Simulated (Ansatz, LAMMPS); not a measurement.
# Squeezing and shearing 32Ga2O3-68Na2O (mol %) with crystalline order left by the classical run (91 atoms)

How stiff is 32Ga2O3-68Na2O (mol %) with crystalline order left by the classical run (91 atoms), and how do its levels respond to strain?

Method: Kohn-Sham DFT, revPBE, PAW (set soft_2), plane waves, in Ansatz 0.2.0.

**1. The starting structure**

The cell holds 91 atoms: 16 Ga, 34 Na and 41 O. Cell: a = 10.101 Å, b = 10.101 Å, c = 10.101 Å, α = 90.0°, β = 90.0°, γ = 90.0°. 91 atoms (16 Fe, 34 Na, 41 O) placed at random at 3.66 g/cm³, melted at 5000 K for 10 ps at fixed volume with the Morse and Coulomb pair potential with partial charges (Pedone, Malavasi, Menziani, Cormack and Segre, J. Phys. Chem. B 110, 11780 (2006)). Quenched from 5000 K to 300 K at 50 K/ps and fixed volume, held 10 ps at zero pressure, then minimised at fixed cell. Then Fe was replaced by Ga and the cell scaled by 1.006 (the potential has no terms for the new elements, so the cell is a start for a DFT relaxation).

What the set-up can't give: The quench rate of 50 K/ps far exceeds what a furnace or splat quench reaches, so expect more defects and frozen-in strain than in a real sample. The network of bonds at the start is that of the classical potential that made the cell, and needn't be the one that DFT or experiment would give. Sampling is at Γ alone.

**2. Single point at the start**

A single point comes first, to see the forces before anything moves.

Contents of input.yaml:

```yaml
crystal:
  lattice:
    - [10.10127, 0.0, 0.0]
    - [0.0, 10.10127, 0.0]
    - [0.0, 0.0, 10.10127]
  atoms:
    - { symbol: Ga, position: [0.70834, 0.32339, 0.19435] }
    - { symbol: Ga, position: [0.84441, 0.80028, 0.80512] }
    - { symbol: Ga, position: [0.75681, 0.03694, 0.35607] }
    - { symbol: Ga, position: [0.67344, 0.61237, 0.99126] }
    - { symbol: Ga, position: [0.84783, 0.31464, 0.81997] }
    - { symbol: Ga, position: [0.63071, 0.30393, 0.55795] }
    - { symbol: Ga, position: [0.32632, 0.37296, 0.62804] }
    - { symbol: Ga, position: [0.51279, 0.55982, 0.44551] }
    - { symbol: Ga, position: [0.62255, 0.81498, 0.57337] }
    - { symbol: Ga, position: [0.7326, 0.55465, 0.68217] }
    - { symbol: Ga, position: [0.65341, 0.129, 0.99168] }
    - { symbol: Ga, position: [0.43994, 0.62813, 0.75313] }
    - { symbol: Ga, position: [0.44408, 0.1237, 0.75137] }
    - { symbol: Ga, position: [0.54864, 0.37507, 0.87014] }
    - { symbol: Ga, position: [0.73882, 0.05846, 0.69228] }
    - { symbol: Ga, position: [0.55082, 0.87285, 0.87449] }
    - { symbol: Na, position: [0.51377, 0.90547, 0.21324] }
    - { symbol: Na, position: [0.31067, 0.93782, 0.09087] }
    - { symbol: Na, position: [0.03045, 0.75676, 0.59623] }
    - { symbol: Na, position: [0.93415, 0.1135, 0.15227] }
    - { symbol: Na, position: [0.77229, 0.88951, 0.10761] }
    - { symbol: Na, position: [0.37967, 0.68519, 0.0716] }
    - { symbol: Na, position: [0.83459, 0.4762, 0.40044] }
    - { symbol: Na, position: [0.27024, 0.08366, 0.50443] }
    - { symbol: Na, position: [0.12689, 0.03044, 0.29593] }
    - { symbol: Na, position: [0.37513, 0.18329, 0.11157] }
    - { symbol: Na, position: [0.10951, 0.38563, 0.35735] }
    - { symbol: Na, position: [0.21401, 0.23318, 0.96055] }
    - { symbol: Na, position: [0.11842, 0.21235, 0.75109] }
    - { symbol: Na, position: [0.05734, 0.0018, 0.63657] }
    - { symbol: Na, position: [0.99481, 0.57721, 0.92045] }
    - { symbol: Na, position: [0.30132, 0.86408, 0.65008] }
    - { symbol: Na, position: [0.04485, 0.4722, 0.64382] }
    - { symbol: Na, position: [0.96869, 0.062, 0.90986] }
    - { symbol: Na, position: [0.67181, 0.70552, 0.26409] }
    - { symbol: Na, position: [0.37866, 0.8468, 0.39706] }
    - { symbol: Na, position: [0.21407, 0.93724, 0.8923] }
    - { symbol: Na, position: [0.23716, 0.56504, 0.26079] }
    - { symbol: Na, position: [0.87787, 0.7599, 0.43823] }
    - { symbol: Na, position: [0.94115, 0.24398, 0.5116] }
    - { symbol: Na, position: [0.45357, 0.45897, 0.17131] }
    - { symbol: Na, position: [0.01707, 0.85318, 0.04983] }
    - { symbol: Na, position: [0.52007, 0.11504, 0.39027] }
    - { symbol: Na, position: [0.2465, 0.47001, 0.94897] }
    - { symbol: Na, position: [0.02278, 0.31789, 0.09533] }
    - { symbol: Na, position: [0.9498, 0.59312, 0.16676] }
    - { symbol: Na, position: [0.22454, 0.64515, 0.50217] }
    - { symbol: Na, position: [0.33596, 0.27604, 0.34632] }
    - { symbol: Na, position: [0.0898, 0.78702, 0.28795] }
    - { symbol: Na, position: [0.16778, 0.70061, 0.85114] }
    - { symbol: O, position: [0.89862, 0.63405, 0.71409] }
    - { symbol: O, position: [0.64331, 0.71725, 0.77278] }
    - { symbol: O, position: [0.79478, 0.38439, 0.62155] }
    - { symbol: O, position: [0.83831, 0.71612, 0.98176] }
    - { symbol: O, position: [0.87004, 0.27179, 0.2897] }
    - { symbol: O, position: [0.55418, 0.96705, 0.68845] }
    - { symbol: O, position: [0.72778, 0.4656, 0.86444] }
    - { symbol: O, position: [0.35251, 0.04618, 0.28644] }
    - { symbol: O, position: [0.35275, 0.46603, 0.46125] }
    - { symbol: O, position: [0.16679, 0.87485, 0.47767] }
    - { symbol: O, position: [0.67366, 0.09593, 0.19107] }
    - { symbol: O, position: [0.72642, 0.51217, 0.15076] }
    - { symbol: O, position: [0.0253, 0.59394, 0.38788] }
    - { symbol: O, position: [0.81761, 0.22778, 0.99652] }
    - { symbol: O, position: [0.45734, 0.65468, 0.28851] }
    - { symbol: O, position: [0.5862, 0.78592, 0.04267] }
    - { symbol: O, position: [0.02058, 0.86528, 0.81545] }
    - { symbol: O, position: [0.68983, 0.63189, 0.50348] }
    - { symbol: O, position: [0.48385, 0.0467, 0.94163] }
    - { symbol: O, position: [0.60571, 0.3749, 0.37464] }
    - { symbol: O, position: [0.24022, 0.36359, 0.15564] }
    - { symbol: O, position: [0.63122, 0.89653, 0.4012] }
    - { symbol: O, position: [0.45619, 0.22292, 0.57655] }
    - { symbol: O, position: [0.63703, 0.21416, 0.78417] }
    - { symbol: O, position: [0.16367, 0.28966, 0.55464] }
    - { symbol: O, position: [0.56729, 0.29932, 0.05033] }
    - { symbol: O, position: [0.45506, 0.71544, 0.57609] }
    - { symbol: O, position: [0.54266, 0.46751, 0.66454] }
    [... 7 atom lines left out ...]
    - { symbol: O, position: [0.3814, 0.78858, 0.84548] }
    - { symbol: O, position: [0.02553, 0.37238, 0.8682] }
    - { symbol: O, position: [0.27187, 0.06106, 0.72974] }
    - { symbol: O, position: [0.90038, 0.15027, 0.72633] }
    - { symbol: O, position: [0.8993, 0.93695, 0.28813] }
    - { symbol: O, position: [0.12232, 0.05624, 0.06176] }
kpoints:
  mp_grid: { grid: [1, 1, 1] }
hamiltonian:
  xc: revpbe
scf:
  occupations: { method: gaussian, width: 0.05 }
output:
  forces: true
```

The run is started by

```sh
ansatz run input.yaml --threads 4 --pin off --max-ram 8192MiB --backend cpu --events-out ev --progress --plain --runs-dir out
```

Numbers of over 12 decimals in the logs are rounded to 6 here.

Output:

```text
[...]
Pseudopotentials: kind: paw
Pseudopotential: Ga, paw, valence charge 13, recommended cutoff 420 eV (normal), Ga.paw.azcp
Pseudopotential: Na, paw, valence charge 9, recommended cutoff 420 eV (normal), Na.paw.azcp
Pseudopotential: O, paw, valence charge 6, recommended cutoff 420 eV (normal), O.paw.azcp
[... 5 lines on functional and potentials left out ...]
Crystal: 91 atoms, lattice volume = 1030.690 Å³
Basis set: ecut = 420 eV, 20005 PW (Γ), exchange–correlation on 144×144×144 points (8 copies of the dense FFT grid, shifted against one another)
Bands: 471, of which v1, the nominal top of the filled ones, is band 380 counted from 1 (379 counted from 0)
Symmetry: 1 space group operations
Space group: P1 (ITA 1), of the structure as read, at distance tolerance 1.0e-4 Å
k-points: 1
[... 10 lines on functional and potentials left out ...]
Initial density: superposition of atomic densities (neutral atoms: chi_scale 0, normalization atom), corrected by the library's trained network
Initial wavefunctions: pseudopotential atomic-orbital guess
[...]
SCF iter   1: F=—  HF=-134537.874022 eV  |F-HF|=—  |Δ(HF+E_count)|=         —  Δρ=5.71e-3  dr2=4.37e-1  ethr=1.77e-3  ⟨swp⟩=5.0  Hψ=1674  notcnv=0  defer=84
preconditioner: auto → Resta (q_TF=auto, 2.593 Å⁻¹)  ε∞=3.2  [insulator: Δε(μ)=2.060 eV  Ē_g=20.514 eV  σ=0.050 eV  W_gap=1.00  n_scr=304 (ndim 8)  ℏωp=30.4 eV  f_vac=0.062  D(μ)=0.00/eV (n_scr^D=0)  ε∞_Penn≈3.2]
SCF iter   2: F=—  HF=-134537.757390 eV  |F-HF|=—  |Δ(HF+E_count)|=   1.17e-1  Δρ=2.75e-3  dr2=5.69e-2  ethr=5.75e-5  ⟨swp⟩=2.0  Hψ=763  notcnv=0  defer=83
SCF iter   3: F=—  HF=-134537.749800 eV  |F-HF|=—  |Δ(HF+E_count)|=   7.59e-3  Δρ=1.13e-3  dr2=1.90e-2  ethr=7.49e-6  ⟨swp⟩=2.0  Hψ=610  notcnv=0  defer=52
automatic band count: iteration 3 solves 440 bands in place of 471: the levels show a gap, and the empty bands left out lie too high to hold charge; the band table lists the bands solved (type scf.n_extra_bands for more)
SCF iter   4: F=—  HF=-134537.748808 eV  |F-HF|=—  |Δ(HF+E_count)|=   9.92e-4  Δρ=4.84e-4  dr2=2.61e-3  ethr=2.50e-6  ⟨swp⟩=2.0  Hψ=597  notcnv=0  defer=52
SCF iter   5: F=—  HF=-134537.748948 eV  |F-HF|=—  |Δ(HF+E_count)|=   1.40e-4  Δρ=1.81e-4  dr2=4.01e-4  ethr=3.44e-7  ⟨swp⟩=2.0  Hψ=632  notcnv=0  defer=52
[...]
SCF iter  10: F=—  HF=-134537.750900 eV  |F-HF|=—  |Δ(HF+E_count)|=   5.13e-7  Δρ=5.08e-6  dr2=2.62e-7  ethr=9.73e-11  ⟨swp⟩=2.0  Hψ=725  notcnv=0  defer=52
SCF iter  11: F=-134537.750900 eV  HF=-134537.750900 eV  |F-HF|=2.80e-8  |Δ(HF+E_count)|=   7.30e-8  Δρ=1.37e-6  dr2=2.57e-8  ethr=1.32e-11  ⟨swp⟩=4.0  Hψ=1203  notcnv=0
SCF 1 converged in 11 iterations: F = -134537.750900 eV  dr2 = 2.57e-8
[...]
SCF converged after 11 iterations
Free energy (F): -134537.750900 eV
Harris-Foulkes:  -134537.750900 eV  (|F-HF|=2.80e-8)
Internal energy: -134537.750900 eV  (E = F + TS)
E sigma→0 (E₀):  -134537.750900 eV
Fermi energy:    7.700532 eV
--- Per-component energies (eV) ---
[...]
Σ components = -134537.750900   (vs F -134537.750900, Δ=0.00e0)
--- Forces (eV/Å), atoms counted from 1 ---
  atom   1  Ga     0.49933532     0.09813208    -0.06978184
  atom   2  Ga    -0.46817508    -0.37640854    -0.23295188
  atom   3  Ga     0.20756479    -0.58617899    -0.07639806
  atom   4  Ga     0.36147719     0.10010901    -0.47583240
[...]
atom  91  O      0.32826487    -0.11360141     0.10361495
  max |Σ_I F_I| component: 1.64e-4 eV/Å
```

Elapsed: 17 s, on 4 threads of Intel Xeon Platinum 8488C (Sapphire Rapids), shared host; peak memory 1.6 GiB; 56 s of CPU time.

The r.m.s. force at the start is 0.38 eV/Å.

**3. Cell and atoms relaxed**

The cell is relaxed with the atoms, since the starting lattice needn't suit this functional.

Contents of input.yaml:

```yaml
crystal:
  lattice:
    - [10.10127, 0.0, 0.0]
    - [0.0, 10.10127, 0.0]
    - [0.0, 0.0, 10.10127]
  atoms:
    [... the 91 atom lines of step 2 ...]
kpoints:
  mp_grid: { grid: [1, 1, 1] }
hamiltonian:
  xc: revpbe
scf:
  occupations: { method: gaussian, width: 0.05 }
output:
  forces: true
relax:
  f_tol: 0.05
  max_steps: 150
  cell: {}
```

Output:

```text
Engine: ansatz 0.2.0, x86_64-unknown-linux-gnu
Pseudopotentials: kind: paw
Pseudopotential: Ga, paw, valence charge 13, recommended cutoff 420 eV (normal), Ga.paw.azcp
Pseudopotential: Na, paw, valence charge 9, recommended cutoff 420 eV (normal), Na.paw.azcp
Pseudopotential: O, paw, valence charge 6, recommended cutoff 420 eV (normal), O.paw.azcp
[... 5 lines on functional and potentials left out ...]
Crystal: 91 atoms, lattice volume = 1030.690 Å³
Basis set: ecut = 420 eV, 20005 PW (Γ), exchange–correlation on 144×144×144 points (8 copies of the dense FFT grid, shifted against one another)
Bands: 471, of which v1, the nominal top of the filled ones, is band 380 counted from 1 (379 counted from 0)
Symmetry: 1 space group operations
Space group: P1 (ITA 1), of the structure as read, at distance tolerance 1.0e-4 Å
k-points: 1
[... 10 lines on functional and potentials left out ...]
Initial density: superposition of atomic densities (neutral atoms: chi_scale 0, normalization atom), corrected by the library's trained network
Initial wavefunctions: pseudopotential atomic-orbital guess
Functional: x = revpbe(κ = 1.245, μ = 0.219515), c = pbe(β = 0.066725)
SCF iter   1: F=—  HF=-134537.874022 eV  |F-HF|=—  |Δ(HF+E_count)|=         —  Δρ=5.71e-3  dr2=4.37e-1  ethr=1.77e-3  ⟨swp⟩=5.0  Hψ=1674  notcnv=0  defer=84
preconditioner: auto → Resta (q_TF=auto, 2.593 Å⁻¹)  ε∞=3.2  [insulator: Δε(μ)=2.060 eV  Ē_g=20.514 eV  σ=0.050 eV  W_gap=1.00  n_scr=304 (ndim 8)  ℏωp=30.4 eV  f_vac=0.062  D(μ)=0.00/eV (n_scr^D=0)  ε∞_Penn≈3.2]
SCF iter   2: F=—  HF=-134537.757395 eV  |F-HF|=—  |Δ(HF+E_count)|=   1.17e-1  Δρ=2.75e-3  dr2=5.69e-2  ethr=5.75e-5  ⟨swp⟩=2.0  Hψ=763  notcnv=0  defer=83
SCF iter   3: F=—  HF=-134537.749816 eV  |F-HF|=—  |Δ(HF+E_count)|=   7.58e-3  Δρ=1.13e-3  dr2=1.90e-2  ethr=7.49e-6  ⟨swp⟩=2.0  Hψ=610  notcnv=0  defer=83
SCF iter   4: F=—  HF=-134537.748803 eV  |F-HF|=—  |Δ(HF+E_count)|=   1.01e-3  Δρ=4.83e-4  dr2=2.61e-3  ethr=2.50e-6  ⟨swp⟩=2.0  Hψ=597  notcnv=0  defer=83
SCF iter   5: F=—  HF=-134537.748964 eV  |F-HF|=—  |Δ(HF+E_count)|=   1.61e-4  Δρ=1.81e-4  dr2=4.00e-4  ethr=3.43e-7  ⟨swp⟩=2.0  Hψ=632  notcnv=0  defer=83
SCF iter   6: F=—  HF=-134537.749182 eV  |F-HF|=—  |Δ(HF+E_count)|=   2.18e-4  Δρ=1.04e-4  dr2=1.09e-4  ethr=5.27e-8  ⟨swp⟩=2.0  Hψ=725  notcnv=0  defer=83
SCF iter   7: F=—  HF=-134537.749248 eV  |F-HF|=—  |Δ(HF+E_count)|=   6.61e-5  Δρ=3.80e-5  dr2=1.57e-5  ethr=1.43e-8  ⟨swp⟩=2.0  Hψ=621  notcnv=0  defer=83
SCF iter   8: F=—  HF=-134537.750895 eV  |F-HF|=—  |Δ(HF+E_count)|=   1.65e-3  Δρ=1.67e-5  dr2=3.43e-6  ethr=2.06e-9  ⟨swp⟩=2.0  Hψ=850  notcnv=0  defer=83
SCF iter   9: F=—  HF=-134537.750900 eV  |F-HF|=—  |Δ(HF+E_count)|=   4.97e-6  Δρ=8.07e-6  dr2=7.43e-7  ethr=4.52e-10  ⟨swp⟩=2.0  Hψ=761  notcnv=0  defer=83
[...]
relax step  80: F+E_penalty+E_count = -134552.56463787 eV  Δ(F+E_penalty+E_count) = -5.710e-2 eV  max|allowed force component| = 3.431e-2 eV/Å  Δτ_max = 0.0000 Å  P = +0.008 GPa  Ω = 1409.613 Å³  stress off target by 8.73e-2 GPa  SCF on the basis re-selected at this cell (its energy is not comparable with the rows above)  (11 SCF iters)
relax step  81: F+E_penalty+E_count = -134552.49426095 eV  Δ(F+E_penalty+E_count) = +7.038e-2 eV  max|allowed force component| = 3.838e-1 eV/Å  Δτ_max = 0.1436 Å  P = -0.074 GPa  Ω = 1415.827 Å³  energy of the carried Pulay correction = -1.340e-2 eV  (12 SCF iters, dr2 threshold 1.90e-8 eV, rejected (line search))
[...]
Step cancelled. What follows is not a result of the run: it is the report of the last solve that finished, which converged after 12 SCF iterations.
Free energy (F): -134552.494261 eV
Harris-Foulkes:  -134552.494261 eV  (|F-HF|=3.61e-8)
Internal energy: -134552.494261 eV  (E = F + TS)
E sigma→0 (E₀):  -134552.494261 eV
Fermi energy:    4.774854 eV
--- Per-component energies (eV) ---
  E_band       = -9066.098956
  E_kinetic    = 13130.946962
  E_local      = -102585.102458  (includes V_loc(G=0)·N_el)
  E_nonlocal   = 12753.059458
  E_hartree    = 41828.067154
  E_xc         = -5474.231525
  E_vxc        = -6494.652281  (∫ρ·V_xc dr)
  E_paw        = -47511.595114  (= ΣΔE_a)
  E_vpaw       = -9526.587100  (= ΣTr[D̂ρ^β])
  E_aug_tail   = 0.096172  (compensation charges beyond the density's cutoff)
  E_ewald      = -46691.057358
  E_core_change = -2.677552  (= ΣΔE_core)
  E_smearing   = -0.000000  (= −TS)
  E_closure    = 0.000000  (closes the sum)
  Σ components = -134552.494261   (vs F -134552.494261, Δ=0.00e0)
--- Forces (eV/Å), atoms counted from 1 ---
  atom   1  Ga    -0.03545183    -0.01562263    -0.01123918
  atom   2  Ga    -0.01130355    -0.03051043     0.05036538
  atom   3  Ga     0.01164859     0.02428673     0.02152818
  atom   4  Ga    -0.04766581     0.06749462    -0.05819867
  atom   5  Ga    -0.05918126    -0.08762075     0.01503708
  atom   6  Ga     0.04194613     0.00124100     0.01489609
  atom   7  Ga    -0.38377342    -0.07289426     0.11402174
  atom   8  Ga     0.15211455    -0.01495961    -0.00526374
[...]
atom  13  Ga    -0.00008834    -0.15180655    -0.06676531
  atom  14  Ga    -0.08076241     0.08440849    -0.10255596
[...]
atom  90  O      0.03941691    -0.01190910    -0.01183065
  atom  91  O      0.02611046    -0.01221521    -0.03520549
  max |Σ_I F_I| component: 3.89e-5 eV/Å
--- Stress (GPa, compression-positive) ---
       -0.356503       0.052636      -0.011952
        0.052636      -0.456978       0.053973
       -0.011952       0.053973      -0.487394
  P = ⅓ Tr σ = -0.4336 GPa (-4.336 kbar)
--- Band table (eV) ---
  k-point 0: bands = ["-47.4805", "-47.0524", "-47.0179", "-46.9474", [... 455 levels ...], "12.7905", "12.9178", "12.9373", "12.9911", "13.0559", "13.0895", "13.1561", "13.2308", "13.3120", "13.3290", "13.3800", "13.4505"]
End of that report.
Error: SIGTERM received: cancelled by the caller after 8 completed SCF iterations
```

Run time: 22 min. Hardware: 4 threads; peak memory 2.1 GiB.

The relaxation was stopped at its limit after 80 steps, with a largest force component of 0.034 eV/Å.

**4. Single point at the relaxed geometry**

One more single point at the end of the walk gives the fuller output and checks the residual forces.

Contents of input.yaml:

```yaml
crystal:
  lattice:
    - [9.49663, -1.0897, -0.13826]
    - [-1.0897, 12.75179, -0.90741]
    - [-0.13826, -0.90741, 11.82496]
  atoms:
    - { symbol: Ga, position: [0.71746, 0.32429, 0.17804] }
    - { symbol: Ga, position: [0.84753, 0.75145, 0.73617] }
    - { symbol: Ga, position: [0.83447, 0.04764, 0.37091] }
    - { symbol: Ga, position: [0.64273, 0.69321, 0.95511] }
    - { symbol: Ga, position: [0.81756, 0.29787, 0.88894] }
    - { symbol: Ga, position: [0.64269, 0.26594, 0.43513] }
    [... 79 atom lines left out ...]
    - { symbol: O, position: [0.41339, 0.84106, 0.80391] }
    - { symbol: O, position: [0.99265, 0.382, 0.92649] }
    - { symbol: O, position: [0.24167, 0.10871, 0.65377] }
    - { symbol: O, position: [0.84051, 0.18009, 0.77756] }
    - { symbol: O, position: [0.02967, 0.08616, 0.41087] }
    - { symbol: O, position: [0.04364, 0.05192, 0.06396] }
kpoints:
  mp_grid: { grid: [1, 1, 1] }
hamiltonian:
  xc: revpbe
scf:
  occupations: { method: gaussian, width: 0.05 }
output:
  forces: true
  stress: true
  populations: intrinsic
  dos:
    method: { smearing: { sigma: 0.1 } }
    de: 0.1
    projected: { site_lists: { Ga: [Ga], Na: [Na], O: [O] } }
  eigenvalues: true
  write_density: true
  write_potential: true
  volumetric_format: npy
  elf: true
```

Output:

```text
[...]
Crystal: 91 atoms, lattice volume = 1409.613 Å³
Basis set: ecut = 420 eV, 27521 PW (Γ), exchange–correlation on 128×180×160 points (8 copies of the dense FFT grid, shifted against one another)
Bands: 471, of which v1, the nominal top of the filled ones, is band 380 counted from 1 (379 counted from 0)
Symmetry: 1 space group operations
[...]
k-points: 1
[...]
SCF iter   1: F=—  HF=-134552.700476 eV  |F-HF|=—  |Δ(HF+E_count)|=         —  Δρ=5.37e-3  dr2=5.80e-1  ethr=1.77e-3  ⟨swp⟩=5.0  Hψ=1696  notcnv=0  defer=69
[...]
SCF iter  12: F=-134552.564642 eV  HF=-134552.564642 eV  |F-HF|=9.09e-8  |Δ(HF+E_count)|=   2.24e-7  Δρ=1.74e-6  dr2=4.98e-8  ethr=1.32e-11  ⟨swp⟩=12.0  Hψ=3467  notcnv=0
SCF 1 converged in 12 iterations: F = -134552.564642 eV  dr2 = 4.98e-8
[...]
SCF converged after 12 iterations
Free energy (F): -134552.564642 eV
[...]
Internal energy: -134552.564642 eV  (E = F + TS)
E sigma→0 (E₀):  -134552.564642 eV
Fermi energy:    4.822033 eV
[...]
--- Forces (eV/Å), atoms counted from 1 ---
  atom   1  Ga    -0.00583746     0.02038719    -0.01836711
  atom   2  Ga    -0.00456846     0.00130115     0.00382462
  atom   3  Ga     0.01282145    -0.01622779    -0.00761686
  atom   4  Ga     0.01532063    -0.00910768     0.01314673
  atom   5  Ga     0.01116840     0.00703053    -0.00643056
  atom   6  Ga    -0.01211023     0.01026471     0.00734667
  atom   7  Ga     0.00732265    -0.00011378     0.01263855
  atom   8  Ga     0.00558077     0.00075409     0.02362895
  atom   9  Ga     0.01082019     0.00052617     0.01626460
  atom  10  Ga    -0.00230481    -0.02195611    -0.01155426
  atom  11  Ga    -0.01038440     0.01222420     0.00614470
  atom  12  Ga     0.00302847     0.00182617    -0.01888984
  atom  13  Ga    -0.02012423    -0.01129474    -0.00337345
  atom  14  Ga     0.00016056    -0.01779633     0.00581263
[...]
atom  90  O     -0.02722521     0.00870419    -0.00883747
  atom  91  O     -0.00811825    -0.00322652     0.00588378
  max |Σ_I F_I| component: 1.04e-4 eV/Å
--- Stress (GPa, compression-positive) ---
       -0.020454       0.004299       0.000536
        0.004299       0.066813      -0.047133
        0.000536      -0.047133      -0.021810
  P = ⅓ Tr σ = 0.0082 GPa (0.082 kbar)
--- Band table (eV) ---
[...]
--- intrinsic populations: 91 sites ---
  site symbol       q [e]
     0     Ga     12.2100
     1     Ga     12.1135
     2     Ga     12.2260
[...]
90      O      7.3471
  spilling = -0.000000 (of n_electrons = 760.000000)
```

It took 33 s on 4 threads; peak memory 2.1 GiB.

The run gave:

```
free energy                                      : -134552.5646 eV
free energy per atom                             : -1478.5996 eV/atom
SCF cycles                                       : 12
pressure                                         : 0.008183 GPa
r.m.s. force component                           : 0.00877 eV/Å
longest force                                    : 0.04148 eV/Å
Fermi energy                                     : 4.822 eV
gap (highest filled to lowest empty level) : 0.9465 eV
```

[end of part 1 of 3]

[Logs are printed without paths, hosts, clocks, repeated set-up lines and the standing remarks that a program may print on its own settings, such as how far it seeks lower states.]

[Hosts, paths, dates, database ids (printed as entryN), source tags and the programs' standing remarks are cut or masked in the printed files.]
